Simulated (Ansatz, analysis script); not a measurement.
## CoO: spin spirals and exchange

Aim: the energy of CoO as its moments wind into spirals of wavevector q.

Main program and level: Ansatz 0.2.0; PBE, PAW set soft_2.

**Measured values to reproduce.**

For CoO, rock salt (literature value), “On the Elastic Anisotropy of the Entropy-Stabilized Oxide (Mg, Co, Ni, Cu, Zn)O” (2020, arxiv:2004.06613) quotes earlier work: ordering temperature (Neel temperature) 291 K [literature value quoted in the paper's theory part].

This is a report of a sequence of runs, with most program output left out.

**1. The starting structure**

Symmetry: Fm-3m, No. 225, cubic system. Conventional cell: a = 4.263 Å, b = 4.263 Å, c = 4.263 Å, α = 90.00°, β = 90.00°, γ = 90.00°. Nearest to Co lie 6 O at 2.13 Å. O has 6 Co at 2.13 Å nearest. Farther neighbours and most contacts between anions are not listed.

As a file:

```cif
data_structure
_symmetry_space_group_name_H-M 'P 1'
_symmetry_Int_Tables_number 1
_cell_length_a 3.0144
_cell_length_b 3.0144
_cell_length_c 3.0144
_cell_angle_alpha 60.000
_cell_angle_beta 60.000
_cell_angle_gamma 60.000
_cell_volume 19.37
loop_
_atom_site_label
_atom_site_type_symbol
_atom_site_fract_x
_atom_site_fract_y
_atom_site_fract_z
_atom_site_occupancy
Co1 Co 0.00000 0.00000 0.00000 1
O2 O 0.50000 0.50000 0.50000 1
```

**2. Starting state**

First a free collinear run, to see which state the typed moments lead to.

Contents of input.yaml:

```yaml
crystal:
  lattice:
    - [0.0, 2.1315, 2.1315]
    - [2.1315, 0.0, 2.1315]
    - [2.1315, 2.1315, 0.0]
  atoms:
    - { symbol: Co, position: [0.0, 0.0, 0.0], spin: 3.0 }
    - { symbol: O, position: [0.5, 0.5, 0.5] }
magnetization:
  spin_polarized: true
kpoints:
  mp_grid: { grid: [8, 8, 8] }
hamiltonian:
  xc: pbe
scf:
  occupations: { method: fermi_dirac, width: 0.05 }
  max_iter: 120
  convergence: { dr2_threshold: 1.0e-08 }
output:
  write_density: true
  write_potential: true
  elf: true
  volumetric_format: npy
```

Started as:

```bash
> ansatz run input.yaml --threads 1 --pin off --max-ram 2560MiB --backend cpu --events-out ev --progress --plain --runs-dir out
```

Run time: 3 s. Hardware: 1 thread of Arm Neoverse V2, shared host; peak memory 0.27 GiB.

Spin moment in the atom's sphere by atom:

```
atom  spin moment in the atom's sphere (μB)
 Co1                                   2.47
  O2                                   0.31
```

Tables count atoms from 1; parts of the log count from 0.

The run ends ferromagnetic, with a net moment of 2.90 μB a cell. With one Co atom carrying the moment, parallel order of its images is forced by the cell, not found.

Spin density in the ac plane of the conventional cell at fractional y = 0.000, with atoms of Co and O within 0.2 Å of it.

Ten even steps from '0' (0.00 × 1e0 e/Å³) to '9' (8.49 × 1e0 e/Å³), each cell a mean:
```
62000000000004
10000000000000
00000000000000
00000000000000
00000000000000
00000023100000
00000169300000
00000046200000
00000001000000
00000000000000
00000000000000
00000000000000
31000000000002
93000000000016
```
Columns run along a (4.3 Å), rows up along c (4.3 Å), edges of the conventional cell, whose origin can differ from the input's. Atoms in or near the plane, at fractional coordinates: Co at (0.00, 0.00), Co at (0.50, 0.50), O at (0.50, 0.00), O at (0.00, 0.50).

Valence density in the ac plane of the conventional cell at fractional y = 0.000, with atoms of Co and O within 0.2 Å of it. It is the smooth field of the valence electrons, not physical close to the nuclei.

Values in e/Å³, 14 rows by 14 columns, each cell a mean:
```
30 11  2  0  1  2  5  6  4  1  0  1  4 20
 6  3  1  0  0  1  2  3  2  1  0  0  1  4
 1  1  0  0  0  0  1  1  1  0  0  0  0  1
 1  0  0  0  0  0  0  1  0  0  0  0  0  0
 1  1  0  0  0  1  2  2  1  0  0  0  1  1
 4  3  1  0  1  3 11 16  7  1  0  1  2  4
 7  4  1  1  1  6 30 45 16  2  1  1  3  6
 6  4  1  0  1  4 20 30 11  2  0  1  2  5
 3  2  1  0  0  1  4  6  3  1  0  0  1  2
 1  1  0  0  0  0  1  1  1  0  0  0  0  1
 1  0  0  0  0  0  0  1  0  0  0  0  0  0
 2  1  0  0  0  1  1  1  1  0  0  0  1  2
16  7  1  0  1  2  4  4  3  1  0  1  3 11
45 16  2  1  1  3  6  7  4  1  1  1  6 30
```
Columns run along a (4.3 Å), rows up along c (4.3 Å), edges of the conventional cell, whose origin can differ from the input's. Atoms in or near the plane, at fractional coordinates: Co at (0.00, 0.00), Co at (0.50, 0.50), O at (0.50, 0.00), O at (0.00, 0.50).

ELF in the ac plane of the conventional cell at fractional y = 0.000, with atoms of Co and O within 0.2 Å of it. It is the smooth field of the valence electrons, not physical close to the nuclei.

Values, 14 rows by 14 columns, each cell a mean:
```
0.90 0.66 0.25 0.15 0.51 0.78 0.65 0.58 0.76 0.72 0.30 0.14 0.44 0.82
0.48 0.35 0.17 0.13 0.39 0.70 0.78 0.78 0.77 0.58 0.23 0.12 0.26 0.44
0.14 0.13 0.11 0.11 0.21 0.39 0.51 0.55 0.47 0.30 0.14 0.10 0.12 0.14
0.33 0.28 0.20 0.12 0.11 0.13 0.15 0.15 0.14 0.12 0.10 0.14 0.23 0.30
0.74 0.67 0.47 0.20 0.11 0.17 0.25 0.28 0.23 0.14 0.12 0.30 0.58 0.72
0.70 0.77 0.67 0.28 0.13 0.35 0.66 0.74 0.54 0.23 0.14 0.47 0.77 0.76
0.40 0.70 0.74 0.33 0.14 0.48 0.90 0.96 0.74 0.28 0.15 0.55 0.78 0.58
0.58 0.76 0.72 0.30 0.14 0.44 0.82 0.90 0.66 0.25 0.15 0.51 0.78 0.65
0.78 0.77 0.58 0.23 0.12 0.26 0.44 0.48 0.35 0.17 0.13 0.39 0.70 0.78
0.55 0.47 0.30 0.14 0.10 0.12 0.14 0.14 0.13 0.11 0.11 0.21 0.39 0.51
0.15 0.14 0.12 0.10 0.14 0.23 0.30 0.33 0.28 0.20 0.12 0.11 0.13 0.15
0.28 0.23 0.14 0.12 0.30 0.58 0.72 0.74 0.67 0.47 0.20 0.11 0.17 0.25
0.74 0.54 0.23 0.14 0.47 0.77 0.76 0.70 0.77 0.67 0.28 0.13 0.35 0.66
0.96 0.74 0.28 0.15 0.55 0.78 0.58 0.40 0.70 0.74 0.33 0.14 0.48 0.90
```
Columns run along a (4.3 Å), rows up along c (4.3 Å), edges of the conventional cell, whose origin can differ from the input's. Atoms in or near the plane, at fractional coordinates: Co at (0.00, 0.00), Co at (0.50, 0.50), O at (0.50, 0.00), O at (0.00, 0.50).

**3. Mesh refined**

Levels at the Fermi energy are partly filled, so moments and energy differences can hang on the k-mesh, and the state is solved again on a denser one.

input.yaml, the sections that differ from step 2:

```yaml
crystal:
  lattice:
    - [0.0, 2.1315, 2.1315]
    - [2.1315, 0.0, 2.1315]
    - [2.1315, 2.1315, 0.0]
  atoms:
    - { symbol: Co, position: [0.0, 0.0, 0.0], spin: 2.47 }
    - { symbol: O, position: [0.5, 0.5, 0.5] }
kpoints:
  mp_grid: { grid: [16, 16, 16] }
basis:
  ecutwfc: 420.0
checkpoint:
  read: start
  write: ck
  compress: false
  write_wavefunctions: false
  write_every: 100000
# magnetization, hamiltonian, scf: as in step 2
# output: removed
```

Started as:

```bash
> ansatz run input.yaml --threads 2 --pin off --max-ram 5120MiB --backend cpu --events-out ev --progress --plain --runs-dir out
```

Wall time 2.9 s (2 threads); peak memory 0.33 GiB; 5.5 s of CPU time.

Spin moment in the atom's sphere by atom:

| atom | spin moment in the atom's sphere (μB) |
| --- | --- |
| Co1 | 2.50 |
| O2 | 0.32 |

The run ends ferromagnetic, with a net moment of 2.94 μB a cell, against 2.90 μB on the first mesh.

Each spiral starts from these moments, tilted 90° from the rotation axis z (a flat spiral); sizes are free, while the program holds flat spirals in their plane. Spin–orbit coupling is switched off, so the energy does not depend on how the axis lies in the crystal. The folder named start holds the saved collinear state, from which each run begins.

**4. q = (0, 0, 0)**

The reference is the same input at q = 0, so that basis and exchange-correlation form match those at other q. Every q is chosen so that q/2 is a mesh vector: every spiral then samples the k-points of q = 0, and much mesh noise cancels.

input.yaml, the sections that differ from step 3:

```yaml
crystal:
  lattice:
    - [0.0, 2.1315, 2.1315]
    - [2.1315, 0.0, 2.1315]
    - [2.1315, 2.1315, 0.0]
  atoms:
    - { symbol: Co, position: [0.0, 0.0, 0.0], spin: 2.5, spin_axis: [1.0, 0.0, 0.0] }
    - { symbol: O, position: [0.5, 0.5, 0.5] }
magnetization:
  noncollinear: true
  spin_spiral: { q: [0.0, 0.0, 0.0] }
checkpoint:
  read: start
# kpoints, hamiltonian, scf, basis: as in step 3
```

Started as:

```bash
> ansatz run input.yaml --threads 1 --pin off --max-ram 2560MiB --backend cpu --events-out ev --progress --plain --runs-dir out
```

It took 11 s on 1 thread; peak memory 0.4 GiB.

The largest moment is 2.50 μB, against 2.50 μB in the collinear run.

**5. q = (0.125, 0, 0.125)**

Only q changes. The cell stays that of the crystal, since the generalised Bloch theorem carries the rotation from cell to cell.

Edit input.yaml of step 4 so:

```diff
@@ -20,3 +20,3 @@
   noncollinear: true
-  spin_spiral: { q: [0.0, 0.0, 0.0] }
+  spin_spiral: { q: [0.125, 0.0, 0.125] }
 checkpoint:
```

It took 66 s on 1 thread; peak memory 0.61 GiB.

The energy of the cell lies 24.9 meV below that at q = 0, and the largest moment is 2.47 μB against 2.50 μB.

**6. q = (0.125, 0.125, 0.25)**

Edit input.yaml of step 5 so:

```diff
@@ -20,3 +20,3 @@
   noncollinear: true
-  spin_spiral: { q: [0.125, 0.0, 0.125] }
+  spin_spiral: { q: [0.125, 0.125, 0.25] }
 checkpoint:
```

Wall time 2.3 min (1 thread); peak memory 0.86 GiB.

The energy of the cell lies 50.4 meV below that at q = 0, and the largest moment is 2.46 μB against 2.50 μB.

**7. q = (0.375, 0, 0.375)**

Edit input.yaml of step 6 so:

```diff
@@ -20,3 +20,3 @@
   noncollinear: true
-  spin_spiral: { q: [0.125, 0.125, 0.25] }
+  spin_spiral: { q: [0.375, 0.0, 0.375] }
 checkpoint:
```

Elapsed: 90 s, on 1 thread; peak memory 0.63 GiB.

The energy of the cell lies 23.2 meV above that at q = 0, and the largest moment is 2.35 μB against 2.50 μB.

**8. q = (0.625, 0.25, 0.625)**

Edit input.yaml of step 7 so:

```diff
@@ -20,3 +20,3 @@
   noncollinear: true
-  spin_spiral: { q: [0.375, 0.0, 0.375] }
+  spin_spiral: { q: [0.625, 0.25, 0.625] }
 checkpoint:
```

Run time: 4.5 min. Hardware: 1 thread; peak memory 1.4 GiB.

The energy of the cell lies 2.22 meV above that at q = 0, and the largest moment is 2.35 μB against 2.50 μB.

The other 6 runs of this kind were made alike; their results stand in the table below.

**9. Side runs that gave no result**

| changed | outcome |
| --- | --- |
| accuracy | cut off at the time limit |

**10. E(q)**

```
q (reciprocal lattice)  path length (1/Å)  E(q) − E(0) (meV a magnetic atom)  |m| Co no. 1 (μB)
             (0, 0, 0)              0.000                               0.00               2.50
     (0.125, 0, 0.125)              0.368                             -24.91               2.47
       (0.25, 0, 0.25)              0.737                             -33.37               2.41
     (0.375, 0, 0.375)              1.105                              23.22               2.35
         (0.5, 0, 0.5)              1.474                              58.67               2.26
  (0.625, 0.25, 0.625)              1.995                               2.22               2.35
     (0.5, 0.25, 0.75)              2.516                               4.62               2.34
  (0.375, 0.375, 0.75)              3.037                               2.22               2.35
     (0.25, 0.25, 0.5)              3.558                             -77.94               2.40
   (0.25, 0.25, 0.375)              3.877                             -87.20               2.42
  (0.125, 0.125, 0.25)              4.196                             -50.43               2.46
             (0, 0, 0)              4.718                               0.00               2.50
```

**11. A spin model**

For rigid moments E(q) is a sum of cosines over neighbour shells, so a fit gives the couplings, and from them an ordering temperature.

E = −Σ J e·e over ordered pairs (each pair twice, J > 0 for parallel moments) is fitted to 10 points (copies by symmetry counted).

The fitted shells:

```
 pair  distance (Å)  neighbours a magnetic atom  J (meV)
Co-Co         3.014                          12    4.662
Co-Co         4.263                           6    -15.9
Co-Co         5.221                          24  -0.2409
Co-Co         6.029                          12   0.3262
Co-Co          6.74                          24  -0.2347
```

Numbers from this step:

- r.m.s. miss of the fit: 0.5398 meV
- ordering temperature, mean field: 768.3 K
- wavevector of the mean-field order: 0, 0, 0.5 reciprocal lattice

**12. Results**

* lowest point of the path: q = (0.25, 0.25, 0.375), -87.2 meV a magnetic atom from q = 0
* highest point: 58.7 meV a magnetic atom
* J of the nearest shell: 4.66 meV
* mean-field temperature: 768 K

In words: The state at q = (0.25, 0.25, 0.375) lies 87.2 meV a magnetic atom below the ferromagnetic start, so that start is not the lowest state. The fitted couplings put a lower state at a point not run, q = (0, 0, 0.5) and about -146 meV, so the order is not settled by the path. The moments change by at most 10 % from their size at q = 0, a modest change. The fit misses by 0.37 % of the energy range, so the shells describe the path well, though few points can't fix distant couplings. The temperatures are those of classical unit spins, and mean field runs high. The 11 spiral runs took 29 min of wall time, added up. Without a U, semilocal functionals delocalise the d or f electrons of such compounds, which shrinks moments, overestimates superexchange, narrows or closes the gap and can change the order. Energies are free energies at a smearing of 0.05 eV, and with partly filled levels differences shift, at times strongly, as the smearing goes to zero.

Comparison with the measured values:

```
                quantity  measured  PBE, PAW set soft_2, mean field on the fit
ordering temperature (K)       291                              768 (+164.0 %)
```

Measured values from arxiv:2004.06613 (2020).

Verdict: The ordering temperature is off by +164.0 %: a clear miss. Mean-field temperatures run high for given couplings and spin length. No cell relaxation is part of this session.

[Logs and program files are shortened in this print: banners, set-up blocks, solver, clock and traceback lines can be left out without a mark of their own.]

[Logs are printed without paths, hosts, clocks, repeated set-up lines and the standing remarks that a program may print on its own settings, such as how far it seeks lower states.]

[Hosts, paths, dates, database ids (printed as entryN), source tags and the programs' standing remarks are cut or masked in the printed files.]
